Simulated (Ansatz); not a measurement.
Planning a GW calculation on WSeS (2H monolayer (Janus)).

The cell holds 3 atoms: 1 W, 1 S and 1 Se. Cell: a = 3.207 Å, b = 3.207 Å, c = 29.700 Å, α = 90.0°, β = 90.0°, γ = 120.0°. Vacuum lies along c.

```xyz
3
Lattice="3.2072 0.0000 0.0000 -1.6036 2.7775 0.0000 0.0000 0.0000 29.7000" Properties=species:S:1:pos:R:3
W     0.0000    1.8517   14.9366
S     1.6036    0.9258   16.4698
Se    1.6036    0.9258   13.2302
```

The structure was relaxed with PBEsol. The runs that relaxed it are not among those shown. Spin-orbit coupling is left out unless a run names it.

Runs so far (Ansatz 0.2.0, start PBEsol, PAW set soft_1 files, 6×6×1 mesh). Times are wall times on 8 threads of AMD EPYC 9B14 (Zen 4), shared host, good to a factor of about two.

```tsv
bands summed	cutoff (eV)	gap on the mesh (eV)	time
102	27	2.419	8.6 s
256	54	2.488	27 s
530	90	2.515	1.9 min
```

Q: What should the next rung give, with 960 bands and screening to 135 eV, and where is the limit?

The error falls about as one over the bands when the cutoff rises with them. A line through the two highest rungs given predicts 2.527 eV; the run gave 2.534 eV, a miss of 0.007 eV, so the law fails here: the steps don't follow it yet. The two highest rungs put the limit near 2.557 eV, the pair below near 2.541 eV; neither can be trusted until a further rung is run.

Gaps are over the mesh's points; an edge off the mesh would be missed. Limits: not at the basis limit; coarse mesh for a sheet; no spin-orbit coupling.

[Paths, hosts, dates, memory and timing lines, banners, echoed tables and standing remarks are left out of the program output.]

[Logs are printed without paths, hosts, clocks, repeated set-up lines and the standing remarks that a program may print on its own settings, such as how far it seeks lower states.]

[Runs of the session that timed out or met a known fault of the program may be left out.]

[Cells called generated may have been cut or substituted from an entry of the Crystallography Open Database or the Materials Project.]

[Hosts, paths, dates, database ids (printed as entryN), source tags and the programs' standing remarks are cut or masked in the printed files.]
